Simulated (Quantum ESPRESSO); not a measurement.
# SrCl2 (Fm-3m): a volume series of phonon spectra, part 4 of 8

Wanted: mode Grüneisen parameters of SrCl2 and a free-energy fit over volumes.

Quantum ESPRESSO 7.5; DFT PBE, scalar-relativistic, plane waves, GBRV ultrasoft pseudopotentials.

So far. Step 3 (Relaxation): After the last step pw.x solved the final cell once more on a basis chosen for it, which moves the energy without moving the atoms. Step 4 (Ground state at this cell): On a basis chosen for the relaxed cell the pressure is 0.004 GPa, small enough for phonons.

### 5. Zone-centre response

In a polar crystal the Born charges and ε∞ give the long-range dipole term that a finite supercell misses. They are those of this k-mesh and were not tested on a denser one; where the gap is small they converge slowly, and the LO modes with them.

ph.in

```
phonons
&INPUTPH
  prefix = 'x'
  outdir = './tmp'
  fildyn = 'x.dyn'
  tr2_ph = 1.0d-18
  epsil  = .true.
/
0.000000000 0.000000000 0.000000000
```

scf.in

```
&CONTROL
  calculation = 'scf'
  prefix      = 'x'
  outdir      = './tmp'
  pseudo_dir  = './pseudo'
  tprnfor     = .true.
  tstress     = .true.
/
&SYSTEM
  ibrav       = 0
  nat         = 3
  ntyp        = 2
  ecutwfc     = 40.0
  ecutrho     = 240.0
  occupations = 'fixed'
  nbnd        = 14
/
&ELECTRONS
  conv_thr         = 1.0d-12
  mixing_beta      = 0.7
  electron_maxstep = 100
/
ATOMIC_SPECIES
 Sr     87.6200  Sr.upf
 Cl     35.4500  Cl.upf
CELL_PARAMETERS angstrom
     0.000000000    3.519622875    3.519622875
     3.519622875    0.000000000    3.519622875
     3.519622875    3.519622875    0.000000000
ATOMIC_POSITIONS crystal
 Sr     0.000000000   0.000000000   0.000000000
 Cl     0.250000000   0.250000000   0.250000000
 Cl     0.750000000   0.750000000   0.750000000
K_POINTS automatic
 8 8 8 0 0 0
```

Started as:

```console
$ OMP_NUM_THREADS=1 mpirun -n 8 ph.x -nk 8 -in ph.in > ph.out
```

Log:

```text
[banner, memory and clock lines left out]
Program PHONON v.7.5

     ./tmp/x.save/

     IMPORTANT: XC functional enforced from input :
     Exchange-correlation= PBE
                           (   1   4   3   4   0   0   0)
     Any further DFT definition will be discarded
     Please, verify this is what you really want

     G-vector sticks info

     Check: negative core charge=   -0.000003

     negative rho (up, down):  9.641E-02 0.000E+00
     Reading collected, re-writing distributed wavefunctions in ./tmp/

     Number and degeneracy of irreps per q-point
       N         xq(1)         xq(2)         xq(3)   N irreps
       1   0.000000000   0.000000000   0.000000000       3
        3   3   3

     Calculation of q =    0.0000000   0.0000000   0.0000000

     phonons

     bravais-lattice index     =            0
     lattice parameter (alat)  =       9.4061  a.u.
     unit-cell volume          =     588.4574 (a.u.)^3
     number of atoms/cell      =            3
     number of atomic types    =            2
     kinetic-energy cut-off    =      40.0000  Ry
     charge density cut-off    =     240.0000  Ry
     convergence threshold     =      1.0E-18
     beta                      =       0.7000
     number of iterations used =            4
     Exchange-correlation= PBE
                           (   1   4   3   4   0   0   0)

     celldm(1)=    9.40611  celldm(2)=    0.00000  celldm(3)=    0.00000
     celldm(4)=    0.00000  celldm(5)=    0.00000  celldm(6)=    0.00000

     crystal axes: (cart. coord. in units of alat)
               a(1) = (  0.0000  0.7071  0.7071 )
               a(2) = (  0.7071  0.0000  0.7071 )
               a(3) = (  0.7071  0.7071  0.0000 )

     reciprocal axes: (cart. coord. in units 2 pi/alat)
               b(1) = ( -0.7071  0.7071  0.7071 )
               b(2) = (  0.7071 -0.7071  0.7071 )
               b(3) = (  0.7071  0.7071 -0.7071 )

     Atoms inside the unit cell:

     Cartesian axes

     site n.  atom      mass           positions (alat units)
        1  Sr     87.6200   tau(    1) = (    0.00000    0.00000    0.00000  )
        2  Cl     35.4500   tau(    2) = (    0.35355    0.35355    0.35355  )
        3  Cl     35.4500   tau(    3) = (    1.06066    1.06066    1.06066  )

     Computing dynamical matrix for
                    q = (   0.0000000   0.0000000   0.0000000 )

     49 Sym.Ops. (with q -> -q+G )

     G cutoff =  537.8628  (  36853 G-vectors)     FFT grid: ( 48, 48, 48)
     G cutoff =  358.5752  (  20107 G-vectors)  smooth grid: ( 40, 40, 40)
     number of k points=    29
                       cart. coord. in units 2pi/alat
        k(    1) = (   0.0000000   0.0000000   0.0000000), wk =   0.0039062
        k(    2) = (   0.0883883   0.0883883  -0.0883883), wk =   0.0312500
        k(    3) = (   0.1767767   0.1767767  -0.1767767), wk =   0.0312500
        k(    4) = (   0.2651650   0.2651650  -0.2651650), wk =   0.0312500
        k(    5) = (  -0.3535534  -0.3535534   0.3535534), wk =   0.0156250
        k(    6) = (   0.1767767   0.0000000   0.0000000), wk =   0.0234375
        k(    7) = (   0.2651650   0.0883883  -0.0883883), wk =   0.0937500
        k(    8) = (   0.3535534   0.1767767  -0.1767767), wk =   0.0937500
        k(    9) = (  -0.2651650  -0.4419417   0.4419417), wk =   0.0937500
        k(   10) = (  -0.1767767  -0.3535534   0.3535534), wk =   0.0937500
        k(   11) = (  -0.0883883  -0.2651650   0.2651650), wk =   0.0937500
        k(   12) = (   0.0000000  -0.1767767   0.1767767), wk =   0.0468750
        k(   13) = (   0.3535534   0.0000000   0.0000000), wk =   0.0234375
        k(   14) = (   0.4419417   0.0883883  -0.0883883), wk =   0.0937500
        k(   15) = (  -0.1767767  -0.5303301   0.5303301), wk =   0.0937500
        k(   16) = (  -0.0883883  -0.4419417   0.4419417), wk =   0.0937500
[...]
k(   22) = (   0.3535534   0.1767767   0.0000000), wk =   0.0937500
        k(   23) = (  -0.2651650  -0.4419417   0.6187184), wk =   0.1875000
        k(   24) = (  -0.1767767  -0.3535534   0.5303301), wk =   0.0937500
        k(   25) = (  -0.1767767  -0.5303301   0.7071068), wk =   0.0937500
        k(   26) = (  -0.0883883  -0.4419417   0.6187184), wk =   0.1875000
        k(   27) = (   0.0000000  -0.3535534   0.5303301), wk =   0.0937500
        k(   28) = (  -0.7071068   0.1767767  -0.0000000), wk =   0.0468750
        k(   29) = (  -0.7071068   0.3535534   0.0000000), wk =   0.0234375

     PseudoPot. # 1 for Sr read from file:
     ./pseudo/Sr.upf
     Pseudo is Ultrasoft + core correction, Zval = 10.0
     Using radial grid of  883 points,  6 beta functions with:
                l(1) =   0
                l(2) =   0
                l(3) =   1
                l(4) =   1
                l(5) =   2
                l(6) =   2
     Q(r) pseudized with  6 coefficients,  rinner =    1.400   1.400   1.400
                                                       1.400   1.400

     PseudoPot. # 2 for Cl read from file:
     ./pseudo/Cl.upf
     Pseudo is Ultrasoft + core correction, Zval =  7.0
     Using radial grid of  909 points,  6 beta functions with:
                l(1) =   0
                l(2) =   0
                l(3) =   1
                l(4) =   1
                l(5) =   2
                l(6) =   2
     Q(r) pseudized with  8 coefficients,  rinner =    1.300   1.300   1.300
                                                       1.300   1.300

     Mode symmetry, O_h (m-3m)  point group:

     Electric field:
     Dielectric constant
     Born effective charges as d Force / d E

     Atomic displacements:
     There are    3 irreducible representations

     Representation     1      3 modes -  To be done

     Representation     2      3 modes -  To be done

     Representation     3      3 modes -  To be done

     Alpha used in Ewald sum =   2.3000

     negative rho (up, down):  9.641E-02 0.000E+00

     Electric Fields Calculation

      thresh= 1.000E-02 alpha_mix =  0.700 |ddv_scf|^2 =  8.728E-08

      thresh= 2.954E-05 alpha_mix =  0.700 |ddv_scf|^2 =  1.072E-08

      thresh= 1.035E-05 alpha_mix =  0.700 |ddv_scf|^2 =  4.811E-10

      thresh= 2.193E-06 alpha_mix =  0.700 |ddv_scf|^2 =  3.394E-11

      thresh= 5.826E-07 alpha_mix =  0.700 |ddv_scf|^2 =  2.538E-13

      thresh= 5.038E-08 alpha_mix =  0.700 |ddv_scf|^2 =  1.167E-15

      thresh= 3.417E-09 alpha_mix =  0.700 |ddv_scf|^2 =  1.020E-16

      thresh= 1.010E-09 alpha_mix =  0.700 |ddv_scf|^2 =  6.673E-19

     End of electric fields calculation

          Dielectric constant in cartesian axis

          (       2.879718266       0.000000000      -0.000000000 )
          (       0.000000000       2.879718266      -0.000000000 )
          (       0.000000000      -0.000000000       2.879718266 )

          Effective charges (d Force / dE) in cartesian axis without acoustic sum rule applied (asr)

           atom    1  Sr    Mean Z*:        2.49677
      Ex  (        2.49677        0.00000       -0.00000 )
      Ey  (        0.00000        2.49677       -0.00000 )
      Ez  (       -0.00000       -0.00000        2.49677 )
           atom    2  Cl    Mean Z*:       -1.24898
      Ex  (       -1.24898        0.00000        0.00000 )
      Ey  (        0.00000       -1.24898        0.00000 )
      Ez  (        0.00000        0.00000       -1.24898 )
           atom    3  Cl    Mean Z*:       -1.24898
      Ex  (       -1.24898        0.00000        0.00000 )
      Ey  (        0.00000       -1.24898       -0.00000 )
      Ez  (        0.00000       -0.00000       -1.24898 )

          Effective charges Sum: Mean:       -0.00119
             -0.00119        0.00000        0.00000
              0.00000       -0.00119        0.00000
              0.00000        0.00000       -0.00119

          Effective charges (d Force / dE) in cartesian axis with asr applied:
           atom    1  Sr    Mean Z*:        2.49717
      E*x (        2.49717       -0.00000       -0.00000 )
      E*y (       -0.00000        2.49717       -0.00000 )
      E*z (       -0.00000       -0.00000        2.49717 )
           atom    2  Cl    Mean Z*:       -1.24858
      E*x (       -1.24858       -0.00000        0.00000 )
      E*y (       -0.00000       -1.24858        0.00000 )
      E*z (        0.00000        0.00000       -1.24858 )
           atom    3  Cl    Mean Z*:       -1.24858
      E*x (       -1.24858        0.00000        0.00000 )
      E*y (        0.00000       -1.24858       -0.00000 )
      E*z (        0.00000       -0.00000       -1.24858 )

     Representation #   1 modes #   1   2   3

     Self-consistent Calculation

      thresh= 1.000E-02 alpha_mix =  0.700 |ddv_scf|^2 =  2.642E-07

      thresh= 5.140E-05 alpha_mix =  0.700 |ddv_scf|^2 =  6.180E-08

      thresh= 2.486E-05 alpha_mix =  0.700 |ddv_scf|^2 =  1.756E-10

      thresh= 1.325E-06 alpha_mix =  0.700 |ddv_scf|^2 =  1.918E-12

      thresh= 1.385E-07 alpha_mix =  0.700 |ddv_scf|^2 =  1.004E-14

      thresh= 1.002E-08 alpha_mix =  0.700 |ddv_scf|^2 =  2.339E-16

      thresh= 1.530E-09 alpha_mix =  0.700 |ddv_scf|^2 =  3.952E-18

      thresh= 1.988E-10 alpha_mix =  0.700 |ddv_scf|^2 =  3.126E-20

     End of self-consistent calculation

     Convergence has been achieved

     Representation #   2 modes #   4   5   6

     Self-consistent Calculation

[...]
End of self-consistent calculation

     Convergence has been achieved

     Representation #   3 modes #   7   8   9

     Self-consistent Calculation

[...]
thresh= 5.065E-05 alpha_mix =  0.700 |ddv_scf|^2 =  2.459E-08

      thresh= 1.568E-05 alpha_mix =  0.700 |ddv_scf|^2 =  3.808E-10

      thresh= 1.951E-06 alpha_mix =  0.700 |ddv_scf|^2 =  1.699E-11

      thresh= 4.122E-07 alpha_mix =  0.700 |ddv_scf|^2 =  3.607E-13

      thresh= 6.006E-08 alpha_mix =  0.700 |ddv_scf|^2 =  1.073E-15

      thresh= 3.275E-09 alpha_mix =  0.700 |ddv_scf|^2 =  6.174E-17

      thresh= 7.858E-10 alpha_mix =  0.700 |ddv_scf|^2 =  1.004E-18

      thresh= 1.002E-10 alpha_mix =  0.700 |ddv_scf|^2 =  1.950E-20

     End of self-consistent calculation

     Convergence has been achieved

     Number of q in the star =    1
     List of q in the star:
          1   0.000000000   0.000000000   0.000000000

          Dielectric constant in cartesian axis

          (       2.879718266       0.000000000      -0.000000000 )
          (       0.000000000       2.879718266      -0.000000000 )
          (       0.000000000      -0.000000000       2.879718266 )

          Effective charges (d Force / dE) in cartesian axis without acoustic sum rule applied (asr)

           atom    1  Sr    Mean Z*:        2.49677
      Ex  (        2.49677        0.00000       -0.00000 )
      Ey  (        0.00000        2.49677       -0.00000 )
      Ez  (       -0.00000       -0.00000        2.49677 )
           atom    2  Cl    Mean Z*:       -1.24898
      Ex  (       -1.24898        0.00000        0.00000 )
      Ey  (        0.00000       -1.24898        0.00000 )
      Ez  (        0.00000        0.00000       -1.24898 )
           atom    3  Cl    Mean Z*:       -1.24898
      Ex  (       -1.24898        0.00000        0.00000 )
      Ey  (        0.00000       -1.24898       -0.00000 )
      Ez  (        0.00000       -0.00000       -1.24898 )

          Effective charges Sum: Mean:       -0.00119
             -0.00119        0.00000        0.00000
              0.00000       -0.00119        0.00000
              0.00000        0.00000       -0.00119

          Effective charges (d Force / dE) in cartesian axis with asr applied:
           atom    1  Sr    Mean Z*:        2.49717
      E*x (        2.49717       -0.00000       -0.00000 )
      E*y (       -0.00000        2.49717       -0.00000 )
      E*z (       -0.00000       -0.00000        2.49717 )
           atom    2  Cl    Mean Z*:       -1.24858
      E*x (       -1.24858       -0.00000        0.00000 )
      E*y (       -0.00000       -1.24858        0.00000 )
      E*z (        0.00000        0.00000       -1.24858 )
           atom    3  Cl    Mean Z*:       -1.24858
      E*x (       -1.24858        0.00000        0.00000 )
      E*y (        0.00000       -1.24858       -0.00000 )
      E*z (        0.00000       -0.00000       -1.24858 )

     Diagonalizing the dynamical matrix

     q = (    0.000000000   0.000000000   0.000000000 )

 **************************************************************************
     freq (    1) =       0.068160 [THz] =       2.273566 [cm-1]
     freq (    2) =       0.068160 [THz] =       2.273566 [cm-1]
     freq (    3) =       0.068160 [THz] =       2.273566 [cm-1]
     freq (    4) =       3.771803 [THz] =     125.813813 [cm-1]
     freq (    5) =       3.771803 [THz] =     125.813813 [cm-1]
     freq (    6) =       3.771803 [THz] =     125.813813 [cm-1]
     freq (    7) =       5.126413 [THz] =     170.998747 [cm-1]
     freq (    8) =       5.126413 [THz] =     170.998747 [cm-1]
     freq (    9) =       5.126413 [THz] =     170.998747 [cm-1]
 **************************************************************************

     Mode symmetry, O_h (m-3m)  point group:

     freq (   1-   3) =          2.3  [cm-1]   --> T_1u G_15  G_4- I
     freq (   4-   6) =        125.8  [cm-1]   --> T_1u G_15  G_4- I
     freq (   7-   9) =        171.0  [cm-1]   --> T_2g G_25' G_5+ R
```

Elapsed: 2.5 min, on 8 MPI ranks of Arm Neoverse V2, shared host.

ε∞:

```
2.88 0.00 0.00
0.00 2.88 0.00
0.00 0.00 2.88
```

Born charge (rows field, columns displacement), before the sum rule (e), principal values of the symmetric part by kind of site:

| atom | atoms with these values | low | middle | high | mean |
| --- | --- | --- | --- | --- | --- |
| Sr1 | 1 | 2.50 | 2.50 | 2.50 | 2.50 |
| Cl2 | 2 | -1.25 | -1.25 | -1.25 | -1.25 |

In full for Sr1:

```
2.50 0.00 0.00
0.00 2.50 0.00
0.00 0.00 2.50
```

The Born charges sum to zero within 0.0012 e; the rest is removed before use. Acoustic frequencies in this log differ from zero by the error of the sum rule, which ph.x does not impose.

[end of part 4 of 8]

[Logs are printed without paths, hosts, clocks, repeated set-up lines and the standing remarks that a program may print on its own settings, such as how far it seeks lower states.]

[Hosts, paths, dates, database ids (printed as entryN), source tags and the programs' standing remarks are cut or masked in the printed files.]

[A step with changed settings may run another functional than the one named; its input shows which.]

[Of the runs on displaced cells, only some may be shown.]
